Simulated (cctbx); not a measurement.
**Lattice, Laue class and space group of a new crystal**

Cell: a = 6.7240 Å, b = 6.7710 Å, c = 9.7190 Å, α = 90.00°, β = 90.00°, γ = 90.00°. Expected content of the cell: Tl4 Ag8 Cu4 O16.

Simulated single-crystal data (cctbx): Mo Kα, λ = 0.71073 Å, to d = 0.8 Å, 50 % of the full sphere, strongest reflection 70000 counts, noise from counting, a 6 % proportional error and a noise floor of 8 counts (s.d.); no absorption.

Tests on the unmerged data give:

```text
1814 reflections to d = 0.800 A
centring   violations  <I/sigma> of those
    A          0 of   905     -0.1
    B          0 of   914     -0.0
    C          0 of   913      0.0
    I        220 of   901      3.6
    R        299 of  1182      3.8
    F          0 of  1366     -0.0
Laue class    unique    Rint  (classes that these axes allow; Friedel mates merged)
F m m m           136   0.058
space group    extra absences  I>4sigma  <I/sigma>
F 2 2 2                 0          0         -  acentric
F m m 2                 0          0         -  acentric
F 2 m m                 0          0         -  acentric
F m 2 m                 0          0         -  acentric
F m m m                 0          0         -  centric
Wilson B = 0.22 A^2   <|E^2-1|> = 1.036 (0.968 centric, 0.736 acentric)   E^2>4: 3.7 %
shell (A)         n   <I/sigma>
 4.86 - 1.58     20     18.3
 1.58 - 1.26     16     20.0
 1.26 - 1.11     13     15.3
 1.11 - 1.01     18     19.2
 1.01 - 0.94     18     17.0
 0.94 - 0.88     16     19.0
 0.88 - 0.84     15     15.3
 0.84 - 0.80     20     19.8
```

**Question.** What are the lattice type, the Laue class and the likely space group?

The reflections that A, B, C and F centring forbids are absent (⟨I/σ⟩ near 0), so the lattice is F. F holds A, B and C together.

Only F m m m fits these axes (Rint 0.058); a search for a hidden higher lattice was not made.

5 settings pass the absence test. No glide or screw absences show, which leaves F 2 2 2, F m m 2, F 2 m m, F m 2 m and F m m m.

⟨|E²−1|⟩ = 1.036 leans to a centrosymmetric structure. Here that hint misleads: the statistic assumes many like atoms on general positions, and few, heavy or special-position atoms break it. The Wilson B of 0.22 Å² means U ≈ 0.0028 Å².

The true group is F222 (no. 22), Laue class mmm, non-centrosymmetric. The tables only narrow the choice to the tied entries; cell content, site symmetry and trial solutions must settle it.

This is a model crystal, built by substitution and not relaxed, with assumed displacement parameters.

[Logs are printed without paths, hosts, clocks, repeated set-up lines and the standing remarks that a program may print on its own settings, such as how far it seeks lower states.]
